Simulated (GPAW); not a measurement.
**1T-TaSeTe monolayer in an electric field**

Aim: the dipole that a field along the normal induces in 1T-TaSeTe monolayer.

Program: GPAW 26.7.0. Level of theory: GPAW, PAW setups; layer in a repeated cell with vacuum, relaxation of atoms and in-plane cell, in the first sound run; inputs show where later runs differ. Results are calculated unless marked as measured.

### 1. The structure

The cell holds 3 atoms: 1 Te, 1 Ta and 1 Se. Its edges and angles: a = 3.828 Å, b = 3.828 Å, c = 21.561 Å, α = 90.0°, β = 90.0°, γ = 120.0°. Vacuum lies along c.

### 2. Relaxing the atoms

Forces are removed first; all later runs use this geometry.

run.py

```python
import json
import numpy as np
from ase import Atoms
from ase.filters import FrechetCellFilter
from ase.optimize import BFGS
from gpaw import GPAW, PW

slab = Atoms(
    ['Te', 'Ta', 'Se'],
    positions=[
        [1.91382, 1.10495, 9.00000],
        [0.00000, 0.00000, 10.92387],
        [-0.00000, 2.20989, 12.56060]],
    cell=[[3.82764, 0.0, 0.0], [-1.91382, 3.31484, 0.0], [0.0, 0.0, 21.5606]],
    pbc=[True, True, True])

slab.calc = GPAW(mode=PW(600), xc='PBE', kpts={'size': (9, 9, 1), 'gamma': True},
                 occupations={'name': 'fermi-dirac', 'width': 0.05}, nbands='160%',
                 convergence={'density': 1e-05}, maxiter=200,
                 symmetry={'tolerance': 1e-3}, txt='slab.txt')
result = {}
# The in-plane cell is free; stress needs a cell that repeats along all three vectors
path = []
opt = BFGS(FrechetCellFilter(slab, mask=[1, 1, 0, 0, 0, 1]), maxstep=0.2)
opt.attach(lambda: path.append((slab.get_potential_energy(), slab.positions.tolist(), slab.get_forces().tolist())))
result['relaxed'] = bool(opt.run(fmax=0.02, steps=45))
result['path'] = path
result['cell'] = slab.cell.tolist()
print('in-plane lattice', slab.cell.cellpar().round(4)[[0, 1, 5]])
energy = slab.get_potential_energy()
fermi = slab.calc.get_fermi_level()
v = slab.calc.get_electrostatic_potential().mean((0, 1)) - fermi
n = slab.calc.get_pseudo_density().mean((0, 1))
L = slab.cell[2, 2]
z = np.arange(len(v)) * L / len(v)
low, high = slab.positions[:, 2].min(), slab.positions[:, 2].max()
below, above = np.interp([low - 6.8, high + 6.8], z, v)
slopes = [np.interp(x, z, np.gradient(v, z)) for x in (low - 6.8, high + 6.8)]
eps = np.array([[slab.calc.get_eigenvalues(k, s) for k in range(len(slab.calc.get_ibz_k_points()))]
                for s in range(slab.calc.get_number_of_spins())]) - fermi
top, bottom = eps[eps < 0].max(), eps[eps > 0].min()
dipole = slab.get_dipole_moment()[2]
print(f'energy {energy:.4f} eV, Fermi level {fermi:.4f} eV, dipole {dipole:.5f} e A')
print(f'potential 6.8 A off the faces, from the Fermi level: lower {below:.4f} eV, upper {above:.4f} eV')
print(f'slope of the potential there: lower {slopes[0]:.5f}, upper {slopes[1]:.5f} eV/A')
print(f'nearest levels on the mesh: {top:.4f} and {bottom:.4f} eV')
print('magnetic moment', round(slab.get_magnetic_moment(), 3))
result.update(energy=energy, fermi=fermi, dipole=dipole, below=below, above=above, slopes=slopes, edges=[top, bottom],
              z=z.tolist(), v=v.tolist(), n=n.tolist(), positions=slab.positions.tolist(),
              forces=slab.get_forces(apply_constraint=False).tolist(), moments=slab.get_magnetic_moments().tolist())
json.dump(result, open('result.json', 'w'))
```

Launch:

```console
OMP_NUM_THREADS=1 OPENBLAS_NUM_THREADS=1 python run.py
```

What it wrote:

```text
Step          Energy          fmax
BFGS:    0      -17.778067        1.810834
BFGS:    1      -17.914861        1.545959
BFGS:    2      -18.157471        0.799912
BFGS:    3      -18.179345        0.264349
BFGS:    4      -18.182903        0.238605
BFGS:    5      -18.201484        0.223008
BFGS:    6      -18.204009        0.119558
BFGS:    7      -18.204624        0.049103
BFGS:    8      -18.204675        0.024967
BFGS:    9      -18.204693        0.003843
in-plane lattice [  3.594    3.594  119.9999]
energy -18.1933 eV, Fermi level -0.7120 eV, dipole -0.03479 e A
potential 6.8 A off the faces, from the Fermi level: lower 4.4314 eV, upper 4.5476 eV
slope of the potential there: lower -0.02588, upper -0.02598 eV/A
nearest levels on the mesh: -0.0039 and 0.0633 eV
magnetic moment 0.0
```

Elapsed: 7.7 min, on 1 thread of Arm Neoverse V1, shared host; peak memory 0.37 GiB.

This step gave:

```yaml
dipole_along_the_normal: -0.03479 e·Å
levels_nearest_the_fermi_level_on_the_mesh: -0.003903, 0.06331 eV from the Fermi level
```

Table of electrostatic potential energy of an electron (without an applied field's), less the Fermi level, planar mean by z:

```
z (Å)  electrostatic potential energy of an electron (without an applied field's), less the Fermi level, planar mean (eV)
    0                                                                                                                4.49
    1                                                                                                                4.46
    2                                                                                                                4.44
    3                                                                                                                4.41
    4                                                                                                                4.39
    5                                                                                                                4.36
    6                                                                                                                4.32
    7                                                                                                                4.10
    8                                                                                                               0.866
    9                                                                                                               -20.0
   10                                                                                                               -4.22
   11                                                                                                               -17.8
   12                                                                                                               -7.54
   13                                                                                                               -5.20
   14                                                                                                                4.17
   15                                                                                                                4.63
   16                                                                                                                4.63
   17                                                                                                                4.61
   18                                                                                                                4.58
   19                                                                                                                4.56
   20                                                                                                                4.53
   21                                                                                                                4.50
```

The pseudo valence density, planar mean oscillates, so the rows of the table below give means over windows of 1 Å about each position, cut where the curve ends. Its maxima inside the range that stand out by 2 % of the span (Å: e/Å³): 8.5: 0.284, 9.7: 0.358, 10.9: 1.03, 12.9: 0.331. Its minima: 9.0: 0.110, 10.0: 0.327, 12.6: 0.207.

The pseudo valence density, planar mean by z; means over each step:

```csv
z (Å),"pseudo valence density, planar mean (e/Å³)"
5,4.6e-5
6,7.6e-4
7,0.0130
8,0.148
9,0.212
10,0.378
11,0.814
12,0.385
13,0.244
14,0.0388
15,0.00183
16,9.2e-5
```

The relaxation lowered the energy of the cell by 0.429 eV (energies extrapolated to zero smearing; the optimiser's log prints free energies). The largest force left on a free atom is 0.0038 eV/Å.

### 3. Plane waves, PBE

With the geometry fixed, the planar mean of the potential gives the vacuum level on each side.

This step: GPAW, PAW setups; slab in vacuum (GPAW 26.7.0).

The cell differs from the one that the last finished run ended in (c 21.561 → 21.481 Å).

Changes to run.py since step 2:

```diff
@@ -3,4 +3,2 @@
 from ase import Atoms
-from ase.filters import FrechetCellFilter
-from ase.optimize import BFGS
 from gpaw import GPAW, PW
@@ -10,21 +8,14 @@
     positions=[
-        [1.91382, 1.10495, 9.00000],
-        [0.00000, 0.00000, 10.92387],
-        [-0.00000, 2.20989, 12.56060]],
-    cell=[[3.82764, 0.0, 0.0], [-1.91382, 3.31484, 0.0], [0.0, 0.0, 21.5606]],
-    pbc=[True, True, True])
+        [1.79701, 1.03751, 9.00000],
+        [-0.00000, 0.00000, 10.89724],
+        [-0.00000, 2.07501, 12.48082]],
+    cell=[[3.59402, -0.0, 0.0], [-1.79701, 3.11252, 0.0], [0.0, 0.0, 21.4808]],
+    pbc=[True, True, False])
 
-slab.calc = GPAW(mode=PW(600), xc='PBE', kpts={'size': (9, 9, 1), 'gamma': True},
+slab.calc = GPAW(mode=PW(400), xc='PBE', kpts={'size': (9, 9, 1), 'gamma': True},
                  occupations={'name': 'fermi-dirac', 'width': 0.05}, nbands='160%',
                  convergence={'density': 1e-05}, maxiter=200,
+                 poissonsolver={'dipolelayer': 'xy'},
                  symmetry={'tolerance': 1e-3}, txt='slab.txt')
 result = {}
-# The in-plane cell is free; stress needs a cell that repeats along all three vectors
-path = []
-opt = BFGS(FrechetCellFilter(slab, mask=[1, 1, 0, 0, 0, 1]), maxstep=0.2)
-opt.attach(lambda: path.append((slab.get_potential_energy(), slab.positions.tolist(), slab.get_forces().tolist())))
-result['relaxed'] = bool(opt.run(fmax=0.02, steps=45))
-result['path'] = path
-result['cell'] = slab.cell.tolist()
-print('in-plane lattice', slab.cell.cellpar().round(4)[[0, 1, 5]])
 energy = slab.get_potential_energy()
```

What it wrote:

```text
energy -18.1636 eV, Fermi level -0.7002 eV, dipole -0.02548 e A
potential 6.8 A off the faces, from the Fermi level: lower 4.2889 eV, upper 4.6971 eV
slope of the potential there: lower 0.00004, upper -0.00004 eV/A
nearest levels on the mesh: -0.0042 and 0.0640 eV
magnetic moment 0.0
```

The job ended after 31 s (1 thread; peak memory 0.2 GiB).

Numbers from this step:

```yaml
dipole_along_the_normal: -0.02548 e·Å
levels_nearest_the_fermi_level_on_the_mesh: -0.004156, 0.06400 eV from the Fermi level
upper_work_function: 4.697 eV
lower_work_function: 4.289 eV
```

The electrostatic potential energy of an electron (without an applied field's), less the Fermi level, planar mean by z:

z (Å), electrostatic potential energy of an electron (without an applied field's), less the Fermi level, planar mean (eV) and a bar from the least value:
```
      0.0        4.5 ##############################
      0.5        4.3 ##############################
      1.0        4.3 ##############################
      1.5        4.3 ##############################
      2.0        4.3 ##############################
      2.5        4.3 ##############################
      3.0        4.3 ##############################
      3.5        4.3 ##############################
      4.0        4.3 ##############################
      4.5        4.3 ##############################
      5.0        4.3 ##############################
      5.5        4.3 ##############################
      6.0        4.3 #############################
      6.5        4.2 #############################
      7.0        4.1 #############################
      7.5        3.3 ############################
      8.0        0.5 #########################
      8.5       -9.0 #############
      9.0      -20.1 
      9.5       -9.9 ############
     10.0       -4.3 ###################
     10.5      -12.1 ##########
     11.0      -17.4 ###
     11.5       -8.2 ##############
     12.0       -8.2 ##############
     12.5      -16.8 ####
     13.0       -4.3 ###################
     13.5        2.6 ###########################
     14.0        4.2 #############################
     14.5        4.6 ##############################
     15.0        4.7 ##############################
     15.5        4.7 ##############################
     16.0        4.7 ##############################
     16.5        4.7 ##############################
     17.0        4.7 ##############################
     17.5        4.7 ##############################
     18.0        4.7 ##############################
     18.5        4.7 ##############################
     19.0        4.7 ##############################
     19.5        4.7 ##############################
     20.0        4.7 ##############################
     20.5        4.7 ##############################
     21.0        4.7 ##############################
```

The pseudo valence density, planar mean by z:

z (Å), pseudo valence density, planar mean (e/Å³) and a bar from the least value:
```
     0.00       0.00 
     0.64       0.00 
     1.07       0.00 
     1.72       0.00 
     2.36       0.00 
     2.79       0.00 
     3.44       0.00 
     4.08       0.00 
     4.51       0.00 
     5.16       0.00 
     5.80       0.00 
     6.23       0.00 
     6.87       0.01 
     7.52       0.04 #
     7.95       0.13 ####
     8.59       0.28 ########
     9.24       0.22 ######
     9.67       0.35 ##########
    10.31       0.43 #############
    10.96       1.04 ##############################
    11.60       0.43 ############
    12.03       0.42 ############
    12.67       0.27 ########
    13.32       0.17 #####
    13.75       0.05 #
    14.39       0.01 
    15.04       0.00 
    15.47       0.00 
    16.11       0.00 
    16.75       0.00 
    17.18       0.00 
    17.83       0.00 
    18.47       0.00 
    18.90       0.00 
    19.55       0.00 
    20.19       0.00 
    20.62       0.00 
    21.27       0.00
```

The potential is flat to 4.4e-5 eV/Å where it is read, so the vacuum is wide enough.

### 4. In a field

A uniform field along the normal polarises the slab; the atoms stay fixed, so this is the electronic response alone.

Changes to run.py since step 3:

```diff
@@ -4,2 +4,3 @@
 from gpaw import GPAW, PW
+from gpaw.external import ConstantElectricField
 
@@ -18,2 +19,3 @@
                  poissonsolver={'dipolelayer': 'xy'},
+                 external=ConstantElectricField(-0.2, [0, 0, 1]),
                  symmetry={'tolerance': 1e-3}, txt='slab.txt')
```

What it wrote:

```text
energy -18.1757 eV, Fermi level -0.6856 eV, dipole -0.09792 e A
potential 6.8 A off the faces, from the Fermi level: lower 3.6799 eV, upper 5.2639 eV
slope of the potential there: lower 0.00004, upper -0.00004 eV/A
nearest levels on the mesh: -0.0022 and 0.0585 eV
magnetic moment 0.0
```

Elapsed: 1.9 min, on 1 thread; peak memory 0.29 GiB.

Numbers from this step:

* dipole along the normal: -0.09792 e·Å
* levels nearest the Fermi level on the mesh: -0.002162, 0.05848 eV from the Fermi level
* potential below the slab, the applied field's own ramp left out: 3.680 eV from the Fermi level
* potential above the slab, the applied field's own ramp left out: 5.264 eV from the Fermi level

Electrostatic potential energy of an electron (without an applied field's), less the Fermi level, planar mean against z:

| z (Å) | electrostatic potential energy of an electron (without an applied field's), less the Fermi level, planar mean (eV) |
| --- | --- |
| 0.0 | 4.47 |
| 0.5 | 3.68 |
| 1.0 | 3.68 |
| 1.5 | 3.68 |
| 2.0 | 3.68 |
| 2.5 | 3.68 |
| 3.0 | 3.68 |
| 3.5 | 3.68 |
| 4.0 | 3.68 |
| 4.5 | 3.68 |
| 5.0 | 3.68 |
| 5.5 | 3.68 |
| 6.0 | 3.67 |
| 6.5 | 3.63 |
| 7.0 | 3.47 |
| 7.5 | 2.78 |
| 8.0 | -0.0169 |
| 8.5 | -9.40 |
| 9.0 | -20.4 |
| 9.5 | -10.2 |
| 10.0 | -4.47 |
| 10.5 | -12.1 |
| 11.0 | -17.4 |
| 11.5 | -8.07 |
| 12.0 | -7.91 |
| 12.5 | -16.5 |
| 13.0 | -3.86 |
| 13.5 | 3.07 |
| 14.0 | 4.77 |
| 14.5 | 5.15 |
| 15.0 | 5.24 |
| 15.5 | 5.26 |
| 16.0 | 5.26 |
| 16.5 | 5.26 |
| 17.0 | 5.26 |
| 17.5 | 5.26 |
| 18.0 | 5.26 |
| 18.5 | 5.26 |
| 19.0 | 5.26 |
| 19.5 | 5.26 |
| 20.0 | 5.26 |
| 20.5 | 5.26 |
| 21.0 | 5.26 |

The dipole is now -0.0979 e Å, against -0.025 in the run without a field.

### 5. In a field

Changes to run.py since step 4:

```diff
@@ -19,3 +19,3 @@
                  poissonsolver={'dipolelayer': 'xy'},
-                 external=ConstantElectricField(-0.2, [0, 0, 1]),
+                 external=ConstantElectricField(-0.1, [0, 0, 1]),
                  symmetry={'tolerance': 1e-3}, txt='slab.txt')
```

What it wrote:

```text
energy -18.1678 eV, Fermi level -0.6923 eV, dipole -0.06158 e A
potential 6.8 A off the faces, from the Fermi level: lower 3.9835 eV, upper 4.9797 eV
slope of the potential there: lower 0.00004, upper -0.00004 eV/A
nearest levels on the mesh: -0.0032 and 0.0612 eV
magnetic moment 0.0
```

The job ended after 1.9 min (1 thread; peak memory 0.29 GiB).

Numbers from this step:

```yaml
dipole_along_the_normal: -0.06158 e·Å
levels_nearest_the_fermi_level_on_the_mesh: -0.003167, 0.06124 eV from the Fermi level
potential_below_the_slab_the_applied_field_s_own_ramp_left_out: 3.984 eV from the Fermi level
potential_above_the_slab_the_applied_field_s_own_ramp_left_out: 4.980 eV from the Fermi level
```

The electrostatic potential energy of an electron (without an applied field's), less the Fermi level, planar mean by z:

```
z (Å)  electrostatic potential energy of an electron (without an applied field's), less the Fermi level, planar mean (eV)
    0                                                                                                                4.48
    1                                                                                                                3.98
    2                                                                                                                3.98
    3                                                                                                                3.98
    4                                                                                                                3.98
    5                                                                                                                3.98
    6                                                                                                                3.97
    7                                                                                                                3.76
    8                                                                                                               0.237
    9                                                                                                               -20.2
   10                                                                                                               -4.40
   11                                                                                                               -17.4
   12                                                                                                               -8.03
   13                                                                                                               -4.07
   14                                                                                                                4.50
   15                                                                                                                4.96
   16                                                                                                                4.98
   17                                                                                                                4.98
   18                                                                                                                4.98
   19                                                                                                                4.98
   20                                                                                                                4.98
   21                                                                                                                4.98
```

The dipole is now -0.0616 e Å, against -0.025 in the run without a field.

### 6. Field on

Changes to run.py since step 5:

```diff
@@ -19,3 +19,3 @@
                  poissonsolver={'dipolelayer': 'xy'},
-                 external=ConstantElectricField(-0.1, [0, 0, 1]),
+                 external=ConstantElectricField(-0.05, [0, 0, 1]),
                  symmetry={'tolerance': 1e-3}, txt='slab.txt')
```

What it wrote:

```text
energy -18.1652 eV, Fermi level -0.6961 eV, dipole -0.04341 e A
potential 6.8 A off the faces, from the Fermi level: lower 4.1360 eV, upper 4.8382 eV
slope of the potential there: lower 0.00004, upper -0.00004 eV/A
nearest levels on the mesh: -0.0037 and 0.0626 eV
magnetic moment 0.0
```

It took 1.8 min on 1 thread; peak memory 0.29 GiB.

(Part 1 of 2 ends here.)

[Logs are printed without paths, hosts, clocks, repeated set-up lines and the standing remarks that a program may print on its own settings, such as how far it seeks lower states.]

[Hosts, paths, dates, database ids (printed as entryN), source tags and the programs' standing remarks are cut or masked in the printed files.]
